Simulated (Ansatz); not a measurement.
# BeInH3 (model cell, started as cubic perovskite with Be in the octahedra): from the cell to its phonons

Wanted: vibrations and spectra of BeInH3 (model cell, started as cubic perovskite with Be in the octahedra); the cell is already relaxed. After the zone centre comes a 4×4×4 q mesh on a 12×12×12 k mesh.

Calculated with Ansatz 0.2.0; DFT LDA, scalar-relativistic, plane waves, PAW; PAW set soft_1.

The structure was built from a prototype and need not be the compound's stable phase.

## 1. The starting structure

The structure is cubic, space group Pm-3m (No. 221). The conventional cell has a = 3.530 Å, b = 3.530 Å, c = 3.530 Å, α = 90.00°, β = 90.00°, γ = 90.00°. Nearest to In lie 12 H at 2.50 Å. Be has 6 H at 1.77 Å nearest. Nearest to H lie 2 Be at 1.77 Å. Farther neighbours are not listed.

Coordinates:

```cif
data_structure
_symmetry_space_group_name_H-M 'Pm-3m'
_symmetry_Int_Tables_number 221
_cell_length_a 3.5304
_cell_length_b 3.5304
_cell_length_c 3.5304
_cell_angle_alpha 90.000
_cell_angle_beta 90.000
_cell_angle_gamma 90.000
_cell_volume 44.00
loop_
_atom_site_label
_atom_site_type_symbol
_atom_site_symmetry_multiplicity
_atom_site_Wyckoff_symbol
_atom_site_fract_x
_atom_site_fract_y
_atom_site_fract_z
_atom_site_occupancy
In1 In 1 a 0.00000 0.00000 0.00000 1
Be1 Be 1 b 0.50000 0.50000 0.50000 1
H1 H 3 c 0.50000 0.50000 0.00000 1
```

## 2. Modes at Γ

The cell comes from relaxations at this level that are not shown. The zone centre comes first: it holds the modes that light can see, as far as symmetry allows. No field response is asked, since the mesh shows no gap.

File input.yaml:

```yaml
crystal:
  lattice:
    - [3.5304351694, 0.0, 0.0]
    - [0.0, 3.5304351694, 0.0]
    - [0.0, 0.0, 3.5304351694]
  atoms:
    - { symbol: In, position: [0.0, 0.0, 0.0] }
    - { symbol: Be, position: [0.5, 0.5, 0.5] }
    - { symbol: H, position: [0.5, 0.5, 0.0] }
    - { symbol: H, position: [0.5, 0.0, 0.5] }
    - { symbol: H, position: [0.0, 0.5, 0.5] }
kpoints:
  mp_grid: { grid: [12, 12, 12] }
hamiltonian:
  xc: lda
  pseudopotentials: { kind: paw, azcp: { folder: soft_1 }, xc_functional: pbe }
scf:
  occupations: { method: methfessel_paxton, width: 0.2 }
output:
  eigenvalues: true
phonons:
  method: dfpt
```

Run with:

```
$ ansatz run input.yaml --threads 4 --pin off --max-ram 16384MiB --backend cpu --events-out ev --progress --plain --runs-dir out
```

Numbers of over 12 decimals in the logs are rounded to 6 here.

Log:

```text
zone centre: on kpoints.mp_grid the ground state, and the responses unless they are solved on pairs of k-points, stand on 343 of the mesh's 1728 k-points, reduced under 8 symmetry operations, with k and −k counted as one. Each operation leaves every solved displacement unchanged or reverses it
Engine: ansatz 0.2.0, aarch64-unknown-linux-gnu
Pseudopotentials: kind: paw
Pseudopotential: In, paw, valence charge 13, recommended cutoff 420 eV (normal), soft_1/In.paw.azcp
Pseudopotential: Be, paw, valence charge 2, recommended cutoff 420 eV (normal), soft_1/Be.paw.azcp
Pseudopotential: H, paw, valence charge 1, recommended cutoff 420 eV (normal), soft_1/H.paw.azcp
Functional definition: SPW92
  exchange = slater_x
  correlation = pw_c
Crystal: 5 atoms, lattice volume = 44.003 Å³
Basis set: ecut = 420 eV, 847 PW (Γ), exchange–correlation on 48×48×48 points (8 copies of the dense FFT grid, shifted against one another)
Bands: 14, of which v1, the nominal top of the filled ones, is band 9 counted from 1 (8 counted from 0)
Symmetry: 48 space group operations
k-points: 343 of 1728 (irreducible under 8 space group operations)
Non-local potential: In, projectors of the file, l = 0: 2, l = 1: 2, l = 2: 2, l = 3: 1
Non-local potential: Be, projectors of the file, l = 0: 2, l = 1: 2, l = 2: 1
Non-local potential: H, projectors of the file, l = 0: 2, l = 1: 1
PAW form: soft (Blöchl's): semilocal exchange-correlation on the pseudo side does not see the compensation charge
PAW frozen core: In, regenerated for the run's functional, and the local potential with it (the file was generated under x = pbe(κ = 0.804, μ = 0.219515), c = pbe(β = 0.066725))
PAW frozen core: Be, regenerated for the run's functional, and the local potential with it (the file was generated under x = pbe(κ = 0.804, μ = 0.219515), c = pbe(β = 0.066725))
PAW one-centre angular grid: In, 590 points (default); XC on 64 Gauss nodes
PAW one-centre angular grid: Be, 110 points (default); XC on 64 Gauss nodes
PAW one-centre angular grid: H, 110 points (default); XC on 64 Gauss nodes
Initial density: superposition of atomic densities (chi_scale 0.1, normalization cell, long waves kept (reshape's long-wave potential 0.00 eV rms))
Initial wavefunctions: pseudopotential atomic-orbital guess
Functional: x = slater, c = lda
SCF iter   1: F=—  HF=-5590.870507 eV  |F-HF|=—  |Δ(HF+E_count)|=         —  Δρ=4.95e-2  dr2=1.29e0  ethr=3.10e-3  ⟨swp⟩=5.2  Hψ=27734  notcnv=0
preconditioner: auto → none  [metal: Δε(μ)=0.082 eV  Ē_g=13.835 eV  σ=0.200 eV  W_gap=0.33  n_scr=6 (ndim 8)  ℏωp=23.7 eV  f_vac=0.000  D(μ)=0.63/eV (n_scr^D=0)  sad-step TF]
SCF iter   2: F=—  HF=-5590.524388 eV  |F-HF|=—  |Δ(HF+E_count)|=   3.46e-1  S|Δr|=    0.00e0  Δρ=2.66e-2  dr2=4.32e-1  ethr=3.10e-3  ⟨swp⟩=2.0  Hψ=8786  notcnv=0  defer=232
SCF iter   3: F=—  HF=-5590.350486 eV  |F-HF|=—  |Δ(HF+E_count)|=   1.74e-1  S|Δr|=    0.00e0  Δρ=3.82e-3  dr2=4.48e-3  ethr=2.40e-3  ⟨swp⟩=2.0  Hψ=7278  notcnv=0  defer=232
SCF iter   4: F=—  HF=-5590.348991 eV  |F-HF|=—  |Δ(HF+E_count)|=   1.50e-3  S|Δr|=    0.00e0  Δρ=1.09e-3  dr2=1.91e-4  ethr=2.49e-5  ⟨swp⟩=2.1  Hψ=9536  notcnv=0  defer=233
SCF iter   5: F=—  HF=-5590.348997 eV  |F-HF|=—  |Δ(HF+E_count)|=   6.02e-6  S|Δr|=    0.00e0  Δρ=1.68e-4  dr2=1.24e-5  ethr=1.06e-6  ⟨swp⟩=2.0  Hψ=7516  notcnv=0  defer=233
SCF iter   6: F=—  HF=-5590.348995 eV  |F-HF|=—  |Δ(HF+E_count)|=   2.01e-6  S|Δr|=    0.00e0  Δρ=2.86e-5  dr2=1.50e-7  ethr=6.87e-8  ⟨swp⟩=2.5  Hψ=7510  notcnv=0  defer=233
SCF iter   7: F=—  HF=-5590.348995 eV  |F-HF|=—  |Δ(HF+E_count)|=   2.76e-7  S|Δr|=    0.00e0  Δρ=4.04e-6  dr2=4.02e-9  ethr=8.35e-10  ⟨swp⟩=2.1  Hψ=7616  notcnv=0  defer=233
SCF iter   8: F=—  HF=-5590.348995 eV  |F-HF|=—  |Δ(HF+E_count)|=  8.70e-10  S|Δr|=    0.00e0  Δρ=2.22e-7  dr2=1.47e-11  ethr=2.24e-11  ⟨swp⟩=2.7  Hψ=6110  notcnv=0  defer=233
SCF iter   9: F=-5590.348995 eV  HF=-5590.348995 eV  |F-HF|=3.64e-12  |Δ(HF+E_count)|=  1.64e-11  S|Δr|=    0.00e0  Δρ=5.27e-9  dr2=4.23e-15  ethr=1.00e-12  ⟨swp⟩=8.6  Hψ=22178  notcnv=0
SCF 1 converged in 9 iterations: F = -5590.348995 eV  dr2 = 4.23e-15
  greatest PAW one-centre occupation: 0.984 electrons in one spin orbital (limit 2), on the In atom at site 0 (counted from 0), in its partial waves of l = 2
DFPT response loops at Γ: preconditioner auto → Kerker (q_TF=auto, 2.351 Å⁻¹) (partly filled bands, converged f_vac=0.000); β = 1.00, the filter's whole step (`scf.mixing.beta` (0.50) is not read by the response loops under this deck's `scf.mixing.preconditioner`; to damp them name `kerker` or `kerker_dos`, under which they read `scf.mixing.beta`, and type it under 1.00, their step now; both keys bind the ground state too); Broyden in place of MSR1
SCF converged after 9 iterations
Stability not checked: this state was not tested for a lower state beside it, because cold or Methfessel-Paxton smearing, or corrected tetrahedra, fill the levels in a way that the test cannot read (fill_not_monotonic; see scf.lower_state_search)
Free energy (F): -5590.348995 eV
Harris-Foulkes:  -5590.348995 eV  (|F-HF|=3.64e-12)
Internal energy: -5590.350273 eV  (E = F + TS)
E sigma→0 (E₀):  -5590.349315 eV
Entropy (-TS):   0.001279 eV (0.256 meV/atom)
Fermi energy:    8.216798 eV
--- Per-component energies (eV) ---
  E_band       = -36.824381
  E_kinetic    = 274.766111
  E_local      = -1144.873528  (includes V_loc(G=0)·N_el)
  E_nonlocal   = 335.666084
  E_hartree    = 459.238302
  E_xc         = -189.754201
  E_vxc        = -146.919895  (∫ρ·V_xc dr)
  E_paw        = -4120.142727  (= ΣΔE_a)
  E_vpaw       = -273.937327  (= ΣTr[D̂ρ^β])
  E_aug_tail   = -0.002430  (compensation charges beyond the density's cutoff)
  E_ewald      = -1205.562707
  E_core_change = 0.314822  (= ΣΔE_core)
  E_smearing   = 0.001279  (= −TS)
  E_closure    = 0.000000  (closes the sum)
  Σ components = -5590.348995   (vs F -5590.348995, Δ=0.00e0)
--- Band table (eV; the first three rows and the last of 343) ---
  k-point 0: bands = [... 5 lower, -3.3772, 6.6911, 6.6911, 8.6743, 8.6743, 8.6743, 9.2960, 17.7297, ... 1 higher]
  k-point 1: bands = [... 5 lower, -3.2970, 5.8752, 6.7033, 8.6243, 8.7653, 8.7653, 10.2880, 17.2408, ... 1 higher]
  k-point 2: bands = [... 5 lower, -3.0553, 4.4816, 6.7372, 8.6727, 9.0346, 9.0346, 12.0029, 16.2862, ... 1 higher]
  k-point 342: bands = [... 5 lower, 3.4509, 3.4509, 3.4509, 6.5500, 7.4334, 7.5412, 7.5412, 7.5412, ... 1 higher]
--- Phonons (Γ-DFPT): 4 representative perturbations + reference, on 343 of 1728 k-points (Σ response iterations 12) ---
  k mesh reduced under 8 symmetry operations, with k and −k counted as one. Each operation leaves every solved displacement unchanged or reverses it
  ASR residual: 1.014e-5 → 0.000e0 eV/Å²; symmetrization residual: 1.548e-6 eV/Å²
  ASR residual per site (eV/Å²): 1.01e-5 1.01e-6 4.06e-6 4.06e-6 4.06e-6
  Γ frequencies (cm⁻¹): -598.77 -598.77 -598.77 0.00 0.00 0.00 184.23 184.23 184.23 745.73 745.73 745.73 860.49 860.49 860.49
  non-analytic LO–TO correction: not included (Born effective charges unavailable; polar crystals: no LO–TO splitting at Γ)
```

Elapsed: 18 s, on 4 threads of Arm Neoverse V1, shared host; peak memory 0.9 GiB.

The column dr2 measures how far the density is from self-consistency, as an energy; F and HF (Harris–Foulkes) agree once it is small.

This step gave:

```yaml
volume_per_atom: 8.801 Å³
gap_on_the_k_mesh: 0 eV
sum_rule_residual_before_enforcement: 1.01e-5 eV/Å²
point_group: m-3m
highest_optical_mode_at_the_zone_centre_no_lo_to_term: 860.5 cm⁻¹
lowest_optical_zone_centre_mode: -598.8 cm⁻¹
```

Patterns of degenerate modes are one choice out of their space. Modes at Γ, with each element's share of the kinetic energy (negative means imaginary):

```csv
mode,frequency (cm⁻¹),symmetry,In %,Be %,H %
1,-598.8,T1u,0,23,77
2,-598.8,T1u,0,23,77
3,-598.8,T1u,0,23,77
4,0.0,acoustic,91,7,2
5,0.0,acoustic,91,7,2
6,0.0,acoustic,91,7,2
7,184.2,T1u,9,68,23
8,184.2,T1u,9,68,23
9,184.2,T1u,9,68,23
10,745.7,T2u,0,0,100
11,745.7,T2u,0,0,100
12,745.7,T2u,0,0,100
13,860.5,T1u,0,2,98
14,860.5,T1u,0,2,98
15,860.5,T1u,0,2,98
```

Displacements in mode 2 (-598.8 cm⁻¹), the largest set to 1:
```
In1  0.00  0.00  0.00
Be2 -0.23  0.00  0.00
H3   0.52  0.00  0.00
H4   0.52  0.00  0.00
H5   1.00  0.00  0.00
```

Displacements in mode 9 (184.2 cm⁻¹), the largest set to 1:
```
In1  0.00 -0.03 -0.10
Be2  0.00  0.32  0.97
H3   0.00  0.32  1.00
H4   0.00  0.33  0.96
H5   0.00  0.32  0.96
```

Before it was imposed, the acoustic sum rule was missed by 1.0e-5 eV/Å². Small misses are needed for a sound result but don't prove that mesh and cutoff are converged. The lowest optical mode is imaginary, 598.8i cm⁻¹, so the energy falls along it.

[end of part 1 of 2]

[Logs are printed without paths, hosts, clocks, repeated set-up lines and the standing remarks that a program may print on its own settings, such as how far it seeks lower states.]

[Hosts, paths, dates, database ids (printed as entryN), source tags and the programs' standing remarks are cut or masked in the printed files.]
